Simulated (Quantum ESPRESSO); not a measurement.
Computed results, one entry a study.

## NiI2: energy against a fixed spin moment

It takes space group R-3m (No. 166, trigonal). The conventional cell has a = 3.903 Å, b = 3.903 Å, c = 19.670 Å, α = 90.00°, β = 90.00°, γ = 120.00°. Nearest to Ni lie 6 I at 2.79 Å. I has 3 Ni at 2.79 Å nearest. Farther neighbours and most contacts between anions are not listed.

| Item | Value |
| --- | --- |
| method | LDA with U = 6 eV on Ni d (ortho-atomic projectors); plane waves with GBRV 1.5 LDA potentials, no spin-orbit coupling (and 1 further level or step) |
| program | Quantum ESPRESSO 7.5 |
| settings of one run | GBRV 1.5 LDA, potential files I: i_lda_v1.uspp.F.UPF, Ni: ni_lda_v1.4.uspp.F.UPF, cutoff 544.23 eV, 6×6×6 k-mesh, 25 bands, fermi-dirac occupations, smearing width 0.1 eV, collinear spin, SCF threshold 6.00e-9, Hubbard form dudarev, Hubbard projectors ortho-atomic, starting moments 2 0 0 μB |
| cost | 12 runs, 35 min in all on 2 MPI ranks of Intel Xeon Platinum 8259CL at 2.50GHz (Skylake/Cascade Lake), shared host (the runs of this entry) |
| notes | The database entry behind the starting cell differs from later determinations by our own check (c about 0.7 % short). The run is spin-polarised, with a total moment of 2.00 μB a cell (absolute 2.03). The cell holds one seeded atom, so opposed orders, which may lie lower, cannot form in it. |
| moment of the free run | 2.00 μB a cell |
| energy at zero total moment | 1080 meV a cell over the lowest |

At zero total moment the site moments vanish, so the 1080 meV a cell is the energy of forming them, the change of the Hubbard energy included. The points show one minimum alone.

[Hosts, paths, dates, database ids (printed as entryN), source tags and the programs' standing remarks are cut or masked in the printed files.]

[Where a cell is said to come from a database of computed structures, the database is the Materials Project.]
